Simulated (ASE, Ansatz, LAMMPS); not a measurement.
# (14,0) carbon nanotube bundle (112 atoms): support functions against a reference

Wanted: errors and times of a linear-scaling basis for (14,0) carbon nanotube bundle (112 atoms). A setting counts as converged where the r.m.s. difference of forces stays under 1 % of the r.m.s. force.

Main program and level: Ansatz 0.2.0; Kohn-Sham DFT, PBE+D4, PAW (set soft_2), plane waves.

## (1) The structure

The cell holds 112 atoms: 112 C. Its edges and angles: a = 14.263 Å, b = 14.263 Å, c = 8.371 Å, α = 90.0°, β = 90.0°, γ = 120.0°. It derives from C (graphene). Graphene sheet (a = 2.46 Å) rolled into a (14,0) tube of diameter 10.96 Å, 2 periods, hexagonal bundle with 3.3 Å between walls; minimised with a classical potential (one cell length free).

## (2) The classical run that made the cell

A minimisation with a classical potential prepares the built cell.

This step: classical potential: AIREBO (Stuart, Tutein and Harrison, J. Chem. Phys. 112, 6472 (2000)) (LAMMPS stable Jul 2025 - Update 4).

The input, in.lammps:

```
units metal
atom_style atomic
boundary p p p
atom_modify map array
read_data structure.data
pair_style airebo 3.0 1 1
pair_coeff * * CH.airebo C
thermo_style custom step temp pe press lx ly lz fmax
thermo 200
min_style cg
minimize 0 1e-4 3000 30000
fix box all box/relax z 0.0 vmax 0.001
minimize 0 1e-4 3000 30000
unfix box
minimize 0 1e-4 2000 20000
write_data relaxed.data nocoeff
```

On the command line:

```console
$ lmp -in in.lammps -log log.lammps -screen none -nocite
```

Numbers of over 12 decimals in the logs are rounded to 6 here.

The program printed:

```text
LAMMPS (22 Jul 2025 - Update 4)
  112 atoms
   Step          Temp          PotEng         Press            Lx             Ly             Lz            Fmax     
         0   0             -827.98446     -71362.309      14.262592      12.351767      8.52169        0.15224437   
        84   0             -828.36696     -44716.603      14.262592      12.351767      8.52169        9.3927084e-06
Loop time of 1.23236 on 1 procs for 84 steps with 112 atoms
Minimization stats:
  Stopping criterion = force tolerance
  Energy initial, next-to-last, final = 
     -827.984458616608  -828.366955553855  -828.366955553975
  Force two-norm initial, final = 1.3683579 6.3700421e-05
  Force max component initial, final = 0.15224437 9.3927084e-06
  Iterations, force evaluations = 84 168
   Step          Temp          PotEng         Press            Lx             Ly             Lz            Fmax     
[... 3 lines left out ...]
Loop time of 2.5982 on 1 procs for 143 steps with 112 atoms
Minimization stats:
  Stopping criterion = force tolerance
  Energy initial, next-to-last, final = 
     -828.366955553975  -829.320902530606  -829.320902530593
  Force two-norm initial, final = 108.2092 9.4436776e-05
  Force max component initial, final = 108.2092 3.0119101e-05
  Iterations, force evaluations = 143 268
   Step          Temp          PotEng         Press            Lx             Ly             Lz            Fmax     
       227   0             -829.3209      -6125.0803      14.262592      12.351767      8.3708443      1.059069e-05 
       228   0             -829.3209      -6125.08        14.262592      12.351767      8.3708443      1.2074102e-05
Loop time of 0.027771 on 1 procs for 1 steps with 112 atoms
Minimization stats:
  Stopping criterion = force tolerance
  Energy initial, next-to-last, final = 
     -829.320902530594  -829.320902530594  -829.320902530657
  Force two-norm initial, final = 8.9504996e-05 7.2676365e-05
  Force max component initial, final = 1.059069e-05 1.2074102e-05
  Iterations, force evaluations = 1 2
```

Run time: 4.6 s. Hardware: 1 thread of Intel Xeon at 2.80GHz (Skylake/Cascade Lake), shared host.

## (3) Plane-wave single point

This run is the reference for what follows, at a cutoff of 420 eV.

The input, input.yaml:

```yaml
crystal:
  lattice:
    - [14.26259, 0.0, 0.0]
    - [-7.1313, 12.35177, 0.0]
    - [0.0, 0.0, 8.37084]
  atoms:
    - { symbol: C, position: [0.38032, 0.0, 0.17549] }
    - { symbol: C, position: [0.42017, 0.09803, 0.09254] }
    - { symbol: C, position: [0.43906, 0.19131, 0.17547] }
    - { symbol: C, position: [0.43559, 0.27496, 0.09255] }
    - { symbol: C, position: [0.42017, 0.09803, 0.42548] }
    - { symbol: C, position: [0.43906, 0.19131, 0.34255] }
    - { symbol: C, position: [0.40992, 0.3446, 0.17548] }
    - { symbol: C, position: [0.36387, 0.39709, 0.09253] }
    - { symbol: C, position: [0.43559, 0.27496, 0.42547] }
    - { symbol: C, position: [0.40992, 0.3446, 0.34254] }
    - { symbol: C, position: [0.29994, 0.43015, 0.17547] }
    - { symbol: C, position: [0.22072, 0.44143, 0.09255] }
    - { symbol: C, position: [0.36387, 0.39709, 0.42549] }
    - { symbol: C, position: [0.29994, 0.43015, 0.34255] }
    - { symbol: C, position: [0.1302, 0.43015, 0.17547] }
    - { symbol: C, position: [0.03321, 0.39709, 0.09253] }
    - { symbol: C, position: [0.22072, 0.44143, 0.42547] }
    - { symbol: C, position: [0.1302, 0.43015, 0.34255] }
    - { symbol: C, position: [0.93468, 0.3446, 0.17548] }
    - { symbol: C, position: [0.83937, 0.27496, 0.09255] }
    - { symbol: C, position: [0.03321, 0.39709, 0.42549] }
    - { symbol: C, position: [0.93468, 0.3446, 0.34254] }
    - { symbol: C, position: [0.75225, 0.19131, 0.17547] }
    - { symbol: C, position: [0.67786, 0.09803, 0.09254] }
    - { symbol: C, position: [0.83937, 0.27496, 0.42547] }
    - { symbol: C, position: [0.75225, 0.19131, 0.34255] }
    - { symbol: C, position: [0.61968, 0.0, 0.17549] }
    - { symbol: C, position: [0.57983, 0.90197, 0.09254] }
    - { symbol: C, position: [0.67786, 0.09803, 0.42548] }
    - { symbol: C, position: [0.61968, 0.0, 0.34253] }
    - { symbol: C, position: [0.56094, 0.80869, 0.17547] }
    - { symbol: C, position: [0.56441, 0.72504, 0.09255] }
    - { symbol: C, position: [0.57983, 0.90197, 0.42548] }
    - { symbol: C, position: [0.56094, 0.80869, 0.34255] }
    - { symbol: C, position: [0.59008, 0.6554, 0.17548] }
    - { symbol: C, position: [0.63613, 0.60291, 0.09253] }
    - { symbol: C, position: [0.56441, 0.72504, 0.42547] }
    - { symbol: C, position: [0.59008, 0.6554, 0.34254] }
    - { symbol: C, position: [0.70006, 0.56985, 0.17547] }
    - { symbol: C, position: [0.77928, 0.55857, 0.09255] }
    - { symbol: C, position: [0.63613, 0.60291, 0.42549] }
    - { symbol: C, position: [0.70006, 0.56985, 0.34255] }
    - { symbol: C, position: [0.8698, 0.56985, 0.17547] }
    - { symbol: C, position: [0.96679, 0.60291, 0.09253] }
    - { symbol: C, position: [0.77928, 0.55857, 0.42547] }
    - { symbol: C, position: [0.8698, 0.56985, 0.34255] }
    - { symbol: C, position: [0.06532, 0.6554, 0.17548] }
    - { symbol: C, position: [0.16063, 0.72504, 0.09255] }
    - { symbol: C, position: [0.96679, 0.60291, 0.42549] }
    - { symbol: C, position: [0.06532, 0.6554, 0.34254] }
    - { symbol: C, position: [0.24775, 0.80869, 0.17547] }
    - { symbol: C, position: [0.32214, 0.90197, 0.09254] }
    - { symbol: C, position: [0.16063, 0.72504, 0.42547] }
    - { symbol: C, position: [0.24775, 0.80869, 0.34255] }
    - { symbol: C, position: [0.32214, 0.90197, 0.42548] }
    - { symbol: C, position: [0.38032, 0.0, 0.34253] }
    - { symbol: C, position: [0.38032, 0.0, 0.67549] }
    - { symbol: C, position: [0.42017, 0.09803, 0.59254] }
    - { symbol: C, position: [0.43906, 0.19131, 0.67547] }
    - { symbol: C, position: [0.43559, 0.27496, 0.59255] }
    - { symbol: C, position: [0.42017, 0.09803, 0.92548] }
    - { symbol: C, position: [0.43906, 0.19131, 0.84255] }
    - { symbol: C, position: [0.40992, 0.3446, 0.67548] }
    - { symbol: C, position: [0.36387, 0.39709, 0.59253] }
    - { symbol: C, position: [0.43559, 0.27496, 0.92547] }
    - { symbol: C, position: [0.40992, 0.3446, 0.84254] }
    - { symbol: C, position: [0.29994, 0.43015, 0.67547] }
    - { symbol: C, position: [0.22072, 0.44143, 0.59255] }
    - { symbol: C, position: [0.36387, 0.39709, 0.92549] }
    - { symbol: C, position: [0.29994, 0.43015, 0.84255] }
    - { symbol: C, position: [0.1302, 0.43015, 0.67547] }
    - { symbol: C, position: [0.03321, 0.39709, 0.59253] }
    - { symbol: C, position: [0.22072, 0.44143, 0.92547] }
    - { symbol: C, position: [0.1302, 0.43015, 0.84255] }
    - { symbol: C, position: [0.93468, 0.3446, 0.67548] }
    - { symbol: C, position: [0.83937, 0.27496, 0.59255] }
    - { symbol: C, position: [0.03321, 0.39709, 0.92549] }
    - { symbol: C, position: [0.93468, 0.3446, 0.84254] }
    [... 28 atom lines left out ...]
    - { symbol: C, position: [0.24775, 0.80869, 0.67547] }
    - { symbol: C, position: [0.32214, 0.90197, 0.59254] }
    - { symbol: C, position: [0.16063, 0.72504, 0.92547] }
    - { symbol: C, position: [0.24775, 0.80869, 0.84255] }
    - { symbol: C, position: [0.32214, 0.90197, 0.92548] }
    - { symbol: C, position: [0.38032, 0.0, 0.84253] }
kpoints:
  mp_grid: { grid: [1, 1, 2] }
hamiltonian:
  xc: pbe
  dispersion: d4
scf:
  occupations: { method: gaussian, width: 0.025 }
output:
  forces: true
  stress: true
  populations: true
  dos:
    method: { smearing: { sigma: 0.15 } }
    de: 0.1
    projected: { site_lists: { C: [C] } }
  eigenvalues: true
  write_density: true
  write_potential: true
  volumetric_format: npy
```

On the command line:

```console
$ ansatz run input.yaml --threads 8 --pin off --max-ram 15872MiB --backend cpu --events-out ev --progress --plain --runs-dir out
```

The program printed:

```text
Warning: the atoms were moved onto the symmetric positions of the space group found under crystal.symmetry.tolerance 1.0e-5 (fractional; no operation is sought that the atoms, as they stand in a round, miss by more than twice it, and no atom is moved by as much as it), and the run uses the moved positions. [...]
Engine: ansatz 0.2.0, aarch64-unknown-linux-gnu
Pseudopotentials: kind: paw
Pseudopotential: C, paw, valence charge 4, recommended cutoff 420 eV (normal), C.paw.azcp
Functional definition: PBE
  parameter kappa = 0.804
  parameter beta = 0.066725
  exchange = pbe_x(kappa = kappa, mu = beta*pi^2/3)
  correlation = pbe_c(beta = beta)
Crystal: 112 atoms, lattice volume = 1474.676 Å³
Basis set: ecut = 420 eV, 28809 PW (Γ), exchange–correlation on 192×192×120 points (8 copies of the dense FFT grid, shifted against one another)
Bands: 336, of which v1, the nominal top of the filled ones, is band 224 counted from 1 (223 counted from 0)
Symmetry: 16 space group operations
Space group: Cmmm (ITA 65), of the structure as read, at distance tolerance 1.1e-4 Å
k-points: 2
Non-local potential: C, projectors of the file, l = 0: 2, l = 1: 2, l = 2: 1
PAW form: soft (Blöchl's): semilocal exchange-correlation on the pseudo side does not see the compensation charge
PAW one-centre angular grid: C, 110 points (default); XC on 64 Gauss nodes
Initial density: superposition of atomic densities (neutral atoms: chi_scale 0, normalization atom), corrected by the library's trained network
Initial wavefunctions: pseudopotential atomic-orbital guess
Functional: x = pbe(κ = 0.804, μ = 0.219515), c = pbe(β = 0.066725)
SCF iter   1: F=—  HF=-28110.324769 eV  |F-HF|=—  |Δ(HF+E_count)|=         —  Δρ=4.17e-3  dr2=5.04e-1  ethr=1.77e-3  ⟨swp⟩=8.0  Hψ=3403  notcnv=0  defer=162
preconditioner: auto → Resta (q_TF=auto, 2.237 Å⁻¹)  ε∞=2.8  [insulator: Δε(μ)=0.557 eV  Ē_g=15.452 eV  σ=0.025 eV  W_gap=1.00  n_scr=268 (ndim 8)  ℏωp=20.5 eV  f_vac=0.342  D(μ)=0.00/eV (n_scr^D=0)  ε∞_Penn≈2.8  vacuum switching on, ρ_ref=1.7e-2 e/Å³]
SCF iter   2: F=—  HF=-28110.263733 eV  |F-HF|=—  |Δ(HF+E_count)|=   6.10e-2  Δρ=1.77e-3  dr2=4.84e-2  ethr=1.12e-4  ⟨swp⟩=2.0  Hψ=986  notcnv=0  defer=212
SCF iter   3: F=—  HF=-28110.274470 eV  |F-HF|=—  |Δ(HF+E_count)|=   1.07e-2  Δρ=6.24e-4  dr2=8.91e-3  ethr=1.08e-5  ⟨swp⟩=2.0  Hψ=811  notcnv=0  defer=212
SCF iter   4: F=—  HF=-28110.279107 eV  |F-HF|=—  |Δ(HF+E_count)|=   4.64e-3  Δρ=2.98e-4  dr2=4.53e-3  ethr=1.99e-6  ⟨swp⟩=2.0  Hψ=801  notcnv=0  defer=212
SCF iter   5: F=—  HF=-28110.280540 eV  |F-HF|=—  |Δ(HF+E_count)|=   1.43e-3  Δρ=1.31e-4  dr2=8.78e-4  ethr=1.01e-6  ⟨swp⟩=2.0  Hψ=710  notcnv=0  defer=212
SCF iter   6: F=—  HF=-28110.280596 eV  |F-HF|=—  |Δ(HF+E_count)|=   5.65e-5  Δρ=4.59e-5  dr2=4.12e-5  ethr=1.96e-7  ⟨swp⟩=2.0  Hψ=707  notcnv=0  defer=212
SCF iter   7: F=—  HF=-28110.281473 eV  |F-HF|=—  |Δ(HF+E_count)|=   8.77e-4  Δρ=1.03e-5  dr2=3.36e-6  ethr=9.20e-9  ⟨swp⟩=2.0  Hψ=1083  notcnv=0  defer=212
SCF iter   8: F=—  HF=-28110.281475 eV  |F-HF|=—  |Δ(HF+E_count)|=   1.77e-6  Δρ=3.27e-6  dr2=1.80e-7  ethr=7.50e-10  ⟨swp⟩=2.0  Hψ=756  notcnv=0  defer=212
SCF iter   9: F=-28110.281475 eV  HF=-28110.281475 eV  |F-HF|=1.16e-10  |Δ(HF+E_count)|=   2.56e-7  Δρ=7.55e-7  dr2=1.18e-8  ethr=2.23e-11  ⟨swp⟩=31.5  Hψ=7947  notcnv=0
SCF 1 converged in 9 iterations: F = -28110.281475 eV  dr2 = 1.18e-8
  greatest PAW one-centre occupation: 0.683 electrons in one spin orbital (limit 2), on the C atom at site 90 (counted from 0), in its partial waves of l = 0
WARN: The output density's exchange-correlation potential varies sharply where the density is thin. Do not read a vacuum level from v_tot or v_xc, or from such a field of the output density. On a cell that repeats whose density bears no net charge and no dipole along the vacuum's axis use v_es (v_loc + v_h of the components); [...]
SCF converged after 9 iterations
Free energy (F): -28110.281475 eV
Harris-Foulkes:  -28110.281475 eV  (|F-HF|=1.16e-10)
Internal energy: -28110.281475 eV  (E = F + TS)
E sigma→0 (E₀):  -28110.281475 eV
Fermi energy:    3.570946 eV
--- Per-component energies (eV) ---
  E_band       = -2663.769897
  E_kinetic    = 10344.250599
  E_local      = -48239.362586  (includes V_loc(G=0)·N_el)
  E_nonlocal   = 3099.245869
  E_hartree    = 19810.870663
  E_xc         = -5416.550672
  E_vxc        = -6708.227678  (∫ρ·V_xc dr)
  E_paw        = -11142.449490  (= ΣΔE_a)
  E_vpaw       = -781.407021  (= ΣTr[D̂ρ^β])
  E_aug_tail   = 0.001003  (compensation charges beyond the density's cutoff)
  E_ewald      = 3448.966181
  E_disp       = -15.253041  (pairwise vdW)
  E_smearing   = -0.000000  (= −TS)
  E_closure    = -0.000000  (closes the sum)
  Σ components = -28110.281475   (vs F -28110.281475, Δ=0.00e0)
--- Forces (eV/Å), atoms counted from 1 ---
  atom   1  C      0.19211883     0.00000004     0.13659044
  atom   2  C      0.17440691     0.05778438    -0.08685840
  atom   3  C      0.18840819     0.06668786     0.11716294
  atom   4  C      0.16311930     0.13470499    -0.17562623
  atom   5  C      0.17440691     0.05778438     0.08685840
  atom   6  C      0.18840819     0.06668786    -0.11716294
  atom   7  C      0.10992110     0.16955578     0.08789389
  atom   8  C      0.10474069     0.17328045    -0.11858209
  atom   9  C      0.16311930     0.13470499     0.17562623
  atom  10  C      0.10992110     0.16955578    -0.08789389
  atom  11  C      0.01046517     0.20010001     0.15125080
  atom  12  C     -0.00000004     0.18955506    -0.07376893
  atom  13  C      0.10474069     0.17328045     0.11858209
  atom  14  C      0.01046517     0.20010001    -0.15125080
[...]
atom 111  C      0.17440693    -0.05778431     0.08685840
  atom 112  C      0.19211883     0.00000004    -0.13659044
  max |Σ_I F_I| component: 7.37e-16 eV/Å
--- Stress (GPa, compression-positive) ---
        5.662466       0.000000       0.000000
        0.000000       5.538326       0.000000
        0.000000       0.000000      15.009216
  P = ⅓ Tr σ = 8.7367 GPa (87.367 kbar)
--- Band table (eV) ---
  k-point 0: bands = ["-16.6365", "-16.4947", "-16.4892", "-16.2464", [... 320 levels ...], "12.0470", "12.1182", "12.1546", "12.1646", "12.1824", "12.1890", "12.2072", "12.2214", "12.2604", "12.2675", "12.2843", "12.3008"]
  k-point 1: bands = ["-16.2530", "-16.2530", "-16.1128", "-16.1128", [... 320 levels ...], "12.0102", "12.0102", "12.0566", "12.0566", "12.0772", "12.0772", "12.1194", "12.1194", "12.3081", "12.3081", "12.3354", "12.3354"]
--- Löwdin populations: 112 sites ---
  site symbol       q [e]
     0      C      3.9604
     1      C      3.9581
     2      C      3.9580
[...]
111      C      3.9604
  spilling = 0.010291 (of n_electrons = 448.000000)
```

The job ended after 53 s (8 threads of Arm Neoverse N1, shared host; peak memory 4.8 GiB; 6.7 min of CPU time).

Reading the cycles: dr2 is the Hartree energy of the density residual (eV), the measure of convergence; HF is the Harris–Foulkes estimate of the energy, which meets the free energy F at convergence.

The program notes that positions were snapped to a detected symmetry and the exchange-correlation potential is rough where the density is thin.

Numbers from this run:

* free energy: -28110.2815 eV
* free energy per atom: -250.9847 eV/atom
* SCF cycles: 9
* pressure: 8.737 GPa
* r.m.s. force component: 0.1355 eV/Å
* longest force: 0.275 eV/Å
* Fermi energy: 3.571 eV
* gap (highest filled to lowest empty level): 0.549 eV
* spilling of the projection: 0.01029

Length of the force by element:

| element | coordination | atoms | mean length of the force (eV/Å) | spread | least | most |
| --- | --- | --- | --- | --- | --- | --- |
| C | all | 112 | 0.234 | 0.0226 | 0.203 | 0.275 |

The mean of these charges, 0.041 e, is only the charge that the projection spills.

Löwdin charges by element (they lack the spilled electrons, 0.041 e an atom on average):

| element | coordination | atoms | mean charge (e) | spread | least | most |
| --- | --- | --- | --- | --- | --- | --- |
| C | all | 112 | 0.0412 | 9.0e-4 | 0.0396 | 0.0429 |

Density of states as counts of states in windows of 1 eV (from the Fermi level), total and the larger projections:

| from (eV) | to (eV) | total | C p | C s |
| --- | --- | --- | --- | --- |
| -14 | -13 | 18.3 | 12.2 | 5.8 |
| -13 | -12 | 16.4 | 10.8 | 5.4 |
| -12 | -11 | 19.1 | 13.4 | 5.5 |
| -11 | -10 | 20.1 | 15.3 | 4.6 |
| -10 | -9 | 20.1 | 17.0 | 2.9 |
| -9 | -8 | 25.6 | 22.0 | 3.3 |
| -8 | -7 | 43.5 | 39.6 | 3.2 |
| -7 | -6 | 48.7 | 47.0 | 1.3 |
| -6 | -5 | 29.4 | 28.3 | 0.9 |
| -5 | -4 | 39.7 | 38.8 | 0.8 |
| -4 | -3 | 25.0 | 24.8 | 0.1 |
| -3 | -2 | 23.5 | 23.4 | 0.1 |
| -2 | -1 | 8.4 | 8.3 | 0.0 |
| -1 | 0 | 4.0 | 3.9 | 0.0 |
| 0 | 1 | 6.9 | 6.8 | 0.0 |
| 1 | 2 | 16.9 | 16.2 | 0.1 |
| 2 | 3 | 21.0 | 19.0 | 0.2 |
| 3 | 4 | 19.9 | 14.4 | 0.3 |
| 4 | 5 | 24.7 | 8.4 | 0.0 |

Between -21 and -14 eV lie 106 more states.

The levels nearest the highest filled one (over half full), pooled over k-points and spins:

| level less the highest filled one (eV) | occupation |
| --- | --- |
| -1.37 | 2 |
| -1.04 | 2 |
| -0.517 | 2 |
| -0.511 | 2 |
| -0.420 | 2 |
| 0 | 2 |
| 0.549 | 0 |
| 0.550 | 0 |
| 0.661 | 0 |
| 0.672 | 0 |
| 1.13 | 0 |
| 1.14 | 0 |

Valence density in the ca plane at fractional y = 0.430, with atoms of C within 0.2 Å of it. It is the smooth field of the valence electrons, not physical close to the nuclei.

Values in e/Å³, 13 rows by 16 columns, each cell a mean:
```
0.1 0.1 0.2 0.2 0.1 0.2 0.2 0.1 0.1 0.1 0.2 0.2 0.1 0.2 0.2 0.1
0.0 0.0 0.0 0.0 0.0 0.0 0.0 0.0 0.0 0.0 0.0 0.0 0.0 0.0 0.0 0.0
0.0 0.0 0.0 0.0 0.0 0.0 0.0 0.0 0.0 0.0 0.0 0.0 0.0 0.0 0.0 0.0
0.0 0.0 0.0 0.0 0.0 0.0 0.0 0.0 0.0 0.0 0.0 0.0 0.0 0.0 0.0 0.0
0.0 0.0 0.0 0.0 0.0 0.0 0.0 0.0 0.0 0.0 0.0 0.0 0.0 0.0 0.0 0.0
0.0 0.0 0.0 0.0 0.0 0.0 0.0 0.0 0.0 0.0 0.0 0.0 0.0 0.0 0.0 0.0
0.0 0.1 0.1 0.1 0.1 0.1 0.1 0.1 0.0 0.1 0.1 0.1 0.1 0.1 0.1 0.1
0.7 0.8 0.7 0.3 0.1 0.4 0.8 0.8 0.7 0.8 0.7 0.3 0.1 0.4 0.8 0.8
0.6 1.1 1.7 1.2 1.0 1.4 1.6 0.9 0.6 1.1 1.7 1.2 1.0 1.4 1.6 0.9
0.8 1.3 1.8 1.2 1.0 1.5 1.8 1.0 0.8 1.3 1.8 1.2 1.0 1.5 1.8 1.0
1.2 1.5 1.8 0.9 0.6 1.2 1.8 1.4 1.2 1.5 1.8 0.9 0.6 1.2 1.8 1.4
0.4 1.0 1.8 1.5 1.4 1.6 1.6 0.7 0.4 1.0 1.8 1.5 1.4 1.6 1.6 0.7
0.9 1.1 0.9 0.3 0.2 0.5 1.0 1.0 0.9 1.1 0.9 0.3 0.2 0.5 1.0 1.0
```
Columns run along c (8.4 Å), rows up along a (14.3 Å). Atoms in or near the plane, at fractional coordinates: C at (0.18, 0.30), C at (0.09, 0.22), C at (0.34, 0.30), C at (0.18, 0.13), C at (0.43, 0.22), C at (0.34, 0.13), C at (0.68, 0.30), C at (0.59, 0.22), C at (0.84, 0.30), C at (0.68, 0.13), C at (0.93, 0.22), C at (0.84, 0.13).

Electrostatic potential energy in the ca plane at fractional y = 0.430, with atoms of C within 0.2 Å of it. With pseudopotentials it is smooth inside the atoms' cores, unlike the true potential.

Ten even steps from '0' (-60 eV) to '9' (7 eV), each cell a mean:
```
99999999999999999999999
99999999999999999999999
99999999999999999999999
99999999999999999999999
99999999999999999999999
99999999999999999999999
99999999999999999999999
99999999999999999999999
99999999999999999999999
99999999999999999999999
99999999999999999999999
99999999999999999999999
99999999999999999999999
98889999988998899999888
74358999733763379998525
87556786656886567876557
98610250038998300520169
87643674356886534764467
61037998500440058997202
75356887544774457886535
98610350048998400520168
88743674357887534753478
74258998733663379998524
87679999876886789999767
```
Columns run along c (8.4 Å; values clipped at the 3rd and 97th percentile), rows up along a (14.3 Å). Atoms in or near the plane, at fractional coordinates: C at (0.18, 0.30), C at (0.09, 0.22), C at (0.34, 0.30), C at (0.18, 0.13), C at (0.43, 0.22), C at (0.34, 0.13), C at (0.68, 0.30), C at (0.59, 0.22), C at (0.84, 0.30), C at (0.68, 0.13), C at (0.93, 0.22), C at (0.84, 0.13).

Löwdin charges run from +0.04 to +0.04 e, about a mean that is the spilled charge alone. The largest share in the top eV of filled states is C p (100 % of the projected weight), and in the lowest eV of empty states C p (99 % of the projected weight).

(Part 1 of 2 ends here.)

[Logs are printed without paths, hosts, clocks, repeated set-up lines and the standing remarks that a program may print on its own settings, such as how far it seeks lower states.]

[Hosts, paths, dates, database ids (printed as entryN), source tags and the programs' standing remarks are cut or masked in the printed files.]
